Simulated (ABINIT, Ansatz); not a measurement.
## Quasiparticle gap of AlH3 (R-3c) in ABINIT

Aim: the G0W0 gap of AlH3 (R-3c) on LDA, step by step.

Method: LDA and many-body steps on it, plane waves, in ABINIT 10.8.3.

Report form: inputs, costs, results and the conclusion, without the logs.

### 1. Starting point

The structure is trigonal, space group R-3c (No. 167). Conventional cell: a = 4.449 Å, b = 4.449 Å, c = 11.804 Å, α = 90.00°, β = 90.00°, γ = 120.00°. Al has 6 H at 1.72 Å nearest. Nearest to H lie 2 Al at 1.72 Å. Farther neighbours, and contacts between anions beyond the nearest, are not listed.

As a file:

```cif
data_structure
_symmetry_space_group_name_H-M 'R-3c:H'
_symmetry_Int_Tables_number 167
_cell_length_a 4.4493
_cell_length_b 4.4493
_cell_length_c 11.8037
_cell_angle_alpha 90.000
_cell_angle_beta 90.000
_cell_angle_gamma 120.000
_cell_volume 202.36
loop_
_atom_site_label
_atom_site_type_symbol
_atom_site_symmetry_multiplicity
_atom_site_Wyckoff_symbol
_atom_site_fract_x
_atom_site_fract_y
_atom_site_fract_z
_atom_site_occupancy
Al1 Al 6 b 0.00000 0.00000 0.50000 1
H1 H 18 e 0.96133 0.66667 0.41667 1
```

The cell and positions come from the Crystallography Open Database and are kept as given unless a step says otherwise.

### 2. Ground state

This step: ABINIT 10.8.3; DFT, LDA, plane waves, norm-conserving pseudopotentials.

The ground-state density comes first.

Contents of run.abi:

```
acell 3*1.0 Angstrom
rprim 
  2.224650000012 1.284402276382 3.934566666693
  -2.224650000012 1.284402276382 3.934566666693
  -0.000000000000 -2.568804552697 3.934566666715
ntypat 2
znucl 13 1
natom 8
typat 1 1 2 2 2 2 2 2
xred 
  0.000000000000 0.000000000000 -0.000000000000
  0.500000000000 0.500000000000 0.500000000000
  0.878000000000 0.622000000000 0.250000000000
  0.250000000000 0.878000000000 0.622000000000
  0.622000000000 0.250000000000 0.878000000000
  0.122000000000 0.378000000000 0.750000000000
  0.750000000000 0.122000000000 0.378000000000
  0.378000000000 0.750000000000 0.122000000000
pp_dirpath "pseudos"
pseudos "Al.upf, H.upf"
ecut 31
ngkpt 6 6 6
nshiftk 1
shiftk 0 0 0
kptopt 1
chksymbreak 0
nband 14
occopt 1
tolvrs 1e-10
nstep 60
prtwf 0
optforces 0
optstress 0
indata_prefix "in"
outdata_prefix "out"
tmpdata_prefix "tmp"
```

On the command line:

```console
$ OMP_NUM_THREADS=1 mpirun -n 4 abinit run.abi > log
```

The job ended after 32 s (4 MPI ranks of Intel Xeon Platinum 8259CL at 2.50GHz (Skylake/Cascade Lake), shared host; peak memory 0.39 GiB).

Read from the output:

```
total energy               : -222.4852 eV
gap                        : 1.945 eV
k of the valence top       : 0.5, 0.3333, 0
k of the conduction bottom : 0, 0, 0
least direct gap           : 1.995 eV
```

The gap is indirect, with the least direct gap 0.05 eV higher.

### 3. Bands along the symmetry lines

Levels along a band path, at the cheap level, show where the edges lie and whether the meshes to come will hold them.

run.abi: that of step 2 with these lines changed.

```diff
@@ -21,14 +21,45 @@
 ecut 31
-ngkpt 6 6 6
-nshiftk 1
-shiftk 0 0 0
-kptopt 1
-chksymbreak 0
-nband 14
-occopt 1
-tolvrs 1e-10
-nstep 60
+iscf -2
+irdden 1
+kptopt 0
+nkpt 31
+kpt 
+  0.00000000 0.00000000 0.00000000
+  0.12500000 0.12500000 0.12500000
+  0.25000000 0.25000000 0.25000000
+  0.37500000 0.37500000 0.37500000
+  0.50000000 0.50000000 0.50000000
+  0.56557276 0.43442724 0.50000000
+  0.63114552 0.36885449 0.50000000
+  0.69671827 0.30328173 0.50000000
+  0.76229103 0.23770897 0.50000000
+  0.50000000 -0.23770897 0.23770897
+  0.50000000 -0.17828173 0.17828173
+  0.50000000 -0.11885448 0.11885448
+  0.50000000 -0.05942724 0.05942724
+  0.50000000 0.00000000 0.00000000
+  0.37500000 0.00000000 0.00000000
+  0.25000000 0.00000000 0.00000000
+  0.12500000 0.00000000 0.00000000
+  0.00000000 0.00000000 0.00000000
+  0.09221362 -0.09221362 0.00000000
+  0.18442724 -0.18442724 0.00000000
+  0.27664087 -0.27664087 0.00000000
+  0.36885449 -0.36885449 -0.00000000
+  0.63114551 0.00000000 0.36885449
+  0.59835913 0.00000000 0.40164087
+  0.56557276 0.00000000 0.43442724
+  0.53278638 0.00000000 0.46721362
+  0.50000000 0.00000000 0.50000000
+  0.37500000 0.00000000 0.37500000
+  0.25000000 0.00000000 0.25000000
+  0.12500000 0.00000000 0.12500000
+  0.00000000 0.00000000 0.00000000
+istwfk *1
+nband 13
+nbdbuf 2
+tolwfr 1e-08
+nstep 40
 prtwf 0
-optforces 0
-optstress 0
+prtvol 0
 indata_prefix "in"
```

It took 12 s on 4 MPI ranks; peak memory 0.32 GiB.

Read from the output:

- gap: 1.937 eV
- k of the valence top: 0.5656, 0, 0.4344
- k of the conduction bottom: 0, 0, 0
- least direct gap: 1.995 eV

The gap is 1.937 eV, −0.008 eV from the run before at this level.

Electronic bands along the path, in eV, zero at the top of the highest filled band; v1 is the highest filled band, c1 the lowest empty one:

```
     point     v4     v3     v2     v1    c1    c2    c3    c4
         Γ  -1.80  -1.80  -0.06  -0.06  1.94  5.62  5.68  5.68
   halfway  -1.71  -1.71  -0.52  -0.52  3.49  5.78  6.07  6.07
         T  -1.29  -1.29  -1.29  -1.29  4.53  4.53  8.17  8.17
   halfway  -2.91  -2.91  -0.63  -0.63  5.42  5.42  7.05  7.05
        H2  -4.05  -4.05  -0.72  -0.72  5.64  5.64  8.12  8.12
jump to H0  -4.05  -4.05  -0.72  -0.72  5.64  5.64  8.12  8.12
   halfway  -2.91  -2.91  -1.08  -1.08  5.10  5.10  7.04  7.04
         L  -1.74  -1.74  -1.41  -1.41  3.66  3.66  7.41  7.41
   halfway  -2.20  -1.89  -0.75  -0.50  3.00  4.77  5.67  6.18
         Γ  -1.80  -1.80  -0.06  -0.06  1.94  5.62  5.68  5.68
   halfway  -2.92  -1.63  -1.24  -0.69  3.46  5.05  5.96  6.48
        S0  -4.28  -2.86  -2.17  -0.11  5.89  6.08  6.52  8.41
jump to S2  -4.28  -2.86  -2.17  -0.11  5.89  6.08  6.52  8.41
   halfway  -4.45  -3.15  -2.67   0.00  5.33  7.05  7.06  8.28
         F  -3.75  -3.25  -3.11  -0.06  5.30  7.32  7.54  7.64
   halfway  -2.70  -2.59  -1.96  -0.01  4.12  5.48  6.41  6.50
         Γ  -1.80  -1.80  -0.06  -0.06  1.94  5.62  5.68  5.68
```

### 4. Empty states on the mesh, 4×4×4 mesh, 167 bands

The sums over transitions need many empty states on a uniform mesh; this step solves for them.

Contents of run.abi:

```
acell 3*1.0 Angstrom
rprim 
  2.224650000012 1.284402276382 3.934566666693
  -2.224650000012 1.284402276382 3.934566666693
  -0.000000000000 -2.568804552697 3.934566666715
ntypat 2
znucl 13 1
natom 8
typat 1 1 2 2 2 2 2 2
xred 
  0.000000000000 0.000000000000 -0.000000000000
  0.500000000000 0.500000000000 0.500000000000
  0.878000000000 0.622000000000 0.250000000000
  0.250000000000 0.878000000000 0.622000000000
  0.622000000000 0.250000000000 0.878000000000
  0.122000000000 0.378000000000 0.750000000000
  0.750000000000 0.122000000000 0.378000000000
  0.378000000000 0.750000000000 0.122000000000
pp_dirpath "pseudos"
pseudos "Al.upf, H.upf"
ecut 31
ngkpt 4 4 4
nshiftk 1
shiftk 0 0 0
kptopt 1
chksymbreak 0
irdden 1
istwfk *1
nband 167
prtvol 0
optdriver 6
gwr_task "HDIAGO"
paral_kgb 0
occopt 1
indata_prefix "in"
outdata_prefix "out"
tmpdata_prefix "tmp"
```

Elapsed: 3.3 min, on 4 MPI ranks; peak memory 3.3 GiB; 13 min of CPU time.

Numbers from this step:

```yaml
gap: 1.946 eV
k_of_the_valence_top: 0.25, 0.25, 0
k_of_the_conduction_bottom: 0, 0, 0
least_direct_gap: 1.995 eV
k_points_computed: 13
lowest_point_of_the_top_converged_band_above_the_valence_top: 91.4412 eV
```

On this mesh the gap is 1.946 eV.

### 5. Screening, 4×4×4 mesh, 159 bands, screening to 176.9 eV

The RPA dielectric matrix is built and inverted for each q.

This step: RPA screening on LDA, plane waves, norm-conserving pseudopotentials.

run.abi: that of step 4 with these lines changed.

```diff
@@ -26,10 +26,11 @@
 chksymbreak 0
-irdden 1
 istwfk *1
-nband 167
-prtvol 0
-optdriver 6
-gwr_task "HDIAGO"
-paral_kgb 0
 occopt 1
+irdwfk 1
+optdriver 3
+nband 159
+ecuteps 6.5
+inclvkb 2
+awtr 1
+symchi 1
 indata_prefix "in"
```

Wall time 2.6 min (4 MPI ranks); peak memory 2.2 GiB.

Numbers from this step:

```
ε∞ with local fields, on this mesh    : 4.624
ε∞ without local fields, on this mesh : 5.148
plasma frequency                      : 15.66 eV
plane waves in the screening matrix   : 339
```

Local fields lower ε∞ by 10 %.

### 6. Self-energy, 4×4×4 mesh, 159 bands, screening to 176.9 eV

The self-energy is evaluated for the states that the input lists, and the quasiparticle equation is solved.

This step: G0W0 on LDA, plane waves, norm-conserving pseudopotentials.

run.abi: that of step 5 with these lines changed.

```diff
@@ -29,8 +29,17 @@
 irdwfk 1
-optdriver 3
+optdriver 4
 nband 159
+gwcalctyp 0
+ecutsigx 31
+symsigma 1
+nkptgw 2
+kptgw 
+  0.2500000000 0.2500000000 0.0000000000
+  0.0000000000 0.0000000000 0.0000000000
+bdgw 
+  5 8
+  5 8
 ecuteps 6.5
-inclvkb 2
-awtr 1
-symchi 1
+irdscr 1
+ppmodel 1
 indata_prefix "in"
```

Elapsed: 62 s, on 4 MPI ranks; peak memory 2.3 GiB.

This step gave:

```yaml
g0w0_gap_on_the_mesh: 3.772 eV
starting_gap_on_the_mesh: 1.946 eV
k_of_the_valence_top: 0.25, 0.25, 0
k_of_the_conduction_bottom: 0, 0, 0
z_at_the_valence_top: 0.778
z_at_the_conduction_bottom: 0.8
least_direct_g0w0_gap_on_the_computed_points: 3.862 eV
```

The gap on the mesh goes from 1.95 eV to 3.77 eV, a correction of +1.83 eV.

Limits: finite bands, cutoff and mesh. v1 is the top filled band, c1 the lowest empty one. Levels before and after the correction, in eV, zero at the valence-band top of each column:

```
           conduction bottom  valence top
Kohn-Sham               1.95         0.00
     G0W0               3.77         0.00
```

```
                      level  energy (eV)
Kohn-Sham  (0.25 0.25 0) v2       -1.948
Kohn-Sham  (0.25 0.25 0) v1        0.000
Kohn-Sham  (0.25 0.25 0) c1        4.134
Kohn-Sham  (0.25 0.25 0) c2        5.489
Kohn-Sham           Γ v2-v1       -0.049
Kohn-Sham              Γ c1        1.946
Kohn-Sham              Γ c2        5.625
     G0W0  (0.25 0.25 0) v2       -2.011
     G0W0  (0.25 0.25 0) v1        0.000
     G0W0  (0.25 0.25 0) c1        5.887
     G0W0  (0.25 0.25 0) c2        7.327
     G0W0           Γ v2-v1       -0.090
     G0W0              Γ c1        3.772
     G0W0              Γ c2        7.538
```

### 7. Where the time went

Times are wall times on 4 MPI ranks of Intel Xeon Platinum 8259CL at 2.50GHz (Skylake/Cascade Lake), shared host, good to a factor of about two.

```
                          step     time  share  memory (GiB)
                  ground state     32 s    7 %          0.39
bands along the symmetry lines     12 s    3 %          0.32
      empty states on the mesh  3.3 min   43 %           3.3
                     screening  2.6 min   34 %           2.2
                   self-energy     62 s   14 %           2.3
```

### 8. Outcome

| Property | Result |
| --- | --- |
| LDA gap | 1.94 eV, indirect |
| G0W0 gap on the mesh | 3.77 eV |
| GW settings | 4×4×4 mesh, 159 bands, screening to 176.9 eV, Godby-Needs plasmon pole |
| known limits | short of the basis limit |

In words: G0W0 moves the gap on the mesh from 1.95 eV to 3.77 eV (+1.83 eV), with Z of 0.78 and 0.80 at the edges. Local fields lower the RPA ε∞ on this mesh from 5.15 to 4.62. Bands and cutoff are finite, so the gap stands short of the basis limit, usually by up to a few tenths of an eV; the mesh is an error of its own.

[Long decimals in the printed logs are rounded to 6 places.]

[Logs are printed without paths, hosts, clocks, repeated set-up lines and the standing remarks that a program may print on its own settings, such as how far it seeks lower states.]

[Paths, hosts, dates, memory and timing lines, banners, echoed tables and standing remarks are left out of the program output; an Ansatz launch command may be rebuilt from the run's recorded settings. Measured values are a selection of at most five: reports struck by readers or far from the other reports are left out. None is set beside runs whose start may be inverted or whose files or cutoffs have a known fault.]

[Runs of the session that timed out or met a known fault of the program may be left out.]

[Hosts, paths, dates, database ids (printed as entryN), source tags and the programs' standing remarks are cut or masked in the printed files.]

[G0W0 gaps are taken among the corrected bands and points alone; a level outside them can change the order at an edge.]

[Where Ansatz stands beside ABINIT at settings called matched, ABINIT's density can come from a denser mesh and the files from another edition; pairs whose starting gaps differed by over 0.03 eV were left out, so agreement reads better than it is.]
